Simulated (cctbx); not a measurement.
# Occupancies in Li2MnCo3S8

Cell a = 12.3600 Å, b = 7.1450 Å, c = 7.1800 Å, α = 90.00°, β = 121.59°, γ = 90.00°; space group C2/m (no. 12); nominal formula Li2MnCo3S8.

The data are simulated with cctbx, not measured: Mo Kα, λ = 0.71073 Å, to d = 0.8 Å, 80 % of the full sphere, strongest reflection 5000 counts, noise from counting, a 3 % proportional error and a noise floor of 4 counts (s.d.); no absorption.

With every site full:

```text
Rint 0.039, 592 unique reflections to 0.80 A
cycle     R1     wR2    GooF  max shift (A)
   1  0.1309  0.2564   3.824   0.00675
   2  0.0267  0.0627   0.935   0.00039
final R1 0.0266 wR2 0.0627 GooF 0.935  parameters 41  data/parameter 14.4
atom        x        y        z      Ueq    occ   su(xyz)  su(Uiso or U11)
Co1    0.25000  0.75000  0.00000   0.0033  1.000  0.00000  0.0007
Co2    0.50000  0.00000  0.00000   0.0036  1.000  0.00000  0.0009
Mn2    0.00000  0.00000  0.00000   0.0029  1.000  0.00000  0.0011
S1     0.48316  0.24632  0.20189   0.0086  1.000  0.00025  0.0011
S2     0.73600  0.00000  0.20146   0.0083  1.000  0.00038  0.0015
S3     0.22995  0.00000  0.21279   0.0031  1.000  0.00036  0.0014
Li1    0.25000  0.75000  0.50000   0.0101  1.000  0.00000  0.0063
difference map: max 1.08 min -1.23 rms 0.29
Q1    0.2423  0.0000  0.3269    4    1.12  0.75 A from S3
Q2    0.0673  0.0000  0.8544    4    1.11  1.64 A from Mn2
Q3    0.0817  0.5000  0.5579    4    1.10  2.03 A from S3
Q4    0.0784  0.0000  0.3462    4    1.04  2.11 A from S1
Q5    0.0693  0.1486  0.1637    8    0.98  1.44 A from S1
Q6    0.1458  0.0812  0.8981    8    0.88  1.63 A from Co1
```

With the occupancies of the suspect sites free, each still typed as its main element:

```text
Rint 0.039, 592 unique reflections to 0.80 A
cycle     R1     wR2    GooF  max shift (A)
   1  0.0774  0.1481   2.212   0.00030
   2  0.0267  0.0627   0.937   0.00028
final R1 0.0266 wR2 0.0627 GooF 0.937  parameters 43  data/parameter 13.8
atom        x        y        z      Ueq    occ   su(xyz)  su(Uiso or U11)
Co1    0.25000  0.75000  0.00000   0.0034  1.000  0.00000  0.0007
Co2    0.50000  0.00000  0.00000   0.0034  0.996  0.00000  0.0011
Mn2    0.00000  0.00000  0.00000   0.0029  0.998  0.00000  0.0012
S1     0.48317  0.24632  0.20189   0.0087  1.000  0.00025  0.0011
S2     0.73600  0.00000  0.20145   0.0084  1.000  0.00038  0.0015
S3     0.22995  0.00000  0.21280   0.0031  1.000  0.00036  0.0014
Li1    0.25000  0.75000  0.50000   0.0103  1.000  0.00000  0.0064
su of occupancy Co2: 0.012
su of occupancy Mn2: 0.013
difference map: max 1.12 min -1.21 rms 0.29
Q1    0.0673  0.0000  0.8546    4    1.15  1.64 A from Mn2
Q2    0.0823  0.5000  0.5598    4    1.14  2.02 A from S3
Q3    0.2418  0.0000  0.3255    4    1.09  0.74 A from S3
Q4    0.0780  0.0000  0.3448    4    1.00  2.11 A from S1
Q5    0.0694  0.1480  0.1645    8    0.97  1.44 A from S1
Q6    0.1759  0.5000  0.5924    4    0.90  1.27 A from S3
```

**Question.** What is the disorder?

X-rays count electrons. Co2 refines to 0.996(0.012), or 26.9 electrons; the site truly holds 0.95 Co and 0.05 Mn, 26.9 electrons, which is 0.996 of Co; Mn2 refines to 0.998(0.013), or 24.9 electrons; the site truly holds 0.95 Mn and 0.05 Co, 25.1 electrons, which is 1.004 of Mn. All are within 3 s.u. of full, so these data don't show the disorder. Occupancy correlates with U and the scale, and the two elements' form factors differ in shape, so the match is approximate.

Freeing them takes R1 from 0.0266 to 0.0266 and GooF from 0.94 to 0.94.

The model is made up (kin elements in a known structure type, no relaxation), so it says nothing on whether the phase exists.

[Middle refinement cycles are left out of these outputs.]

[Logs are printed without paths, hosts, clocks, repeated set-up lines and the standing remarks that a program may print on its own settings, such as how far it seeks lower states.]
